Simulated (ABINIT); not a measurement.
An input for ABINIT 10.8.3 (Te2Mo (P6_3/mmc)):

```
acell 3*1.0 Angstrom
rprim 
  3.518200000003 -0.000000000001 0.000000000000
  -1.759100000001 3.046850575598 0.000000000000
  0.000000000000 0.000000000000 13.973600000000
ntypat 2
znucl 52 42
natom 6
typat 1 1 1 1 2 2
xred 
  0.333333333333 0.666666666667 0.621000000000
  0.666666666667 0.333333333333 0.121000000000
  0.333333333333 0.666666666667 0.879000000000
  0.666666666667 0.333333333333 0.379000000000
  0.333333333333 0.666666666667 0.250000000000
  0.666666666667 0.333333333333 0.750000000000
pp_dirpath "pseudos"
pseudos "Te.upf, Mo.upf"
ecut 39
ngkpt 3 3 1
nshiftk 1
shiftk 0 0 0
kptopt 1
chksymbreak 0
istwfk *1
occopt 1
irdwfk 1
optdriver 4
nband 148
gwcalctyp 27
ecutsigx 39
symsigma 0
nkptgw 3
kptgw 
  0.0000000000 0.0000000000 0.0000000000
  0.3333333333 0.0000000000 0.0000000000
  0.3333333333 0.3333333333 0.0000000000
bdgw 
  49 68
  49 68
  49 68
ecuteps 3.2
irdscr 1
irdqps 1
rhoqpmix 0.3
indata_prefix "in"
outdata_prefix "out"
tmpdata_prefix "tmp"
```

```sh
OMP_NUM_THREADS=1 mpirun -n 8 abinit run.abi > log
```

**Question.** Estimate wall time and host memory on 8 MPI ranks of Intel Xeon Platinum 8488C (Sapphire Rapids), shared host.

It took 48 s; on shared hardware allow 24 s to 96 s. Peak host memory was 3.8 GiB.

[Paths, hosts, dates, memory and timing lines, banners, echoed tables and standing remarks are left out of the program output.]

[Logs are printed without paths, hosts, clocks, repeated set-up lines and the standing remarks that a program may print on its own settings, such as how far it seeks lower states.]

[Runs of the session that timed out or met a known fault of the program may be left out.]

[Hosts, paths, dates, database ids (printed as entryN), source tags and the programs' standing remarks are cut or masked in the printed files.]

[G0W0 gaps are taken among the corrected bands and points alone; a level outside them can change the order at an edge.]

[Where Ansatz stands beside ABINIT at settings called matched, ABINIT's density can come from a denser mesh and the files from another edition; pairs whose starting gaps differed by over 0.03 eV were left out, so agreement reads better than it is.]
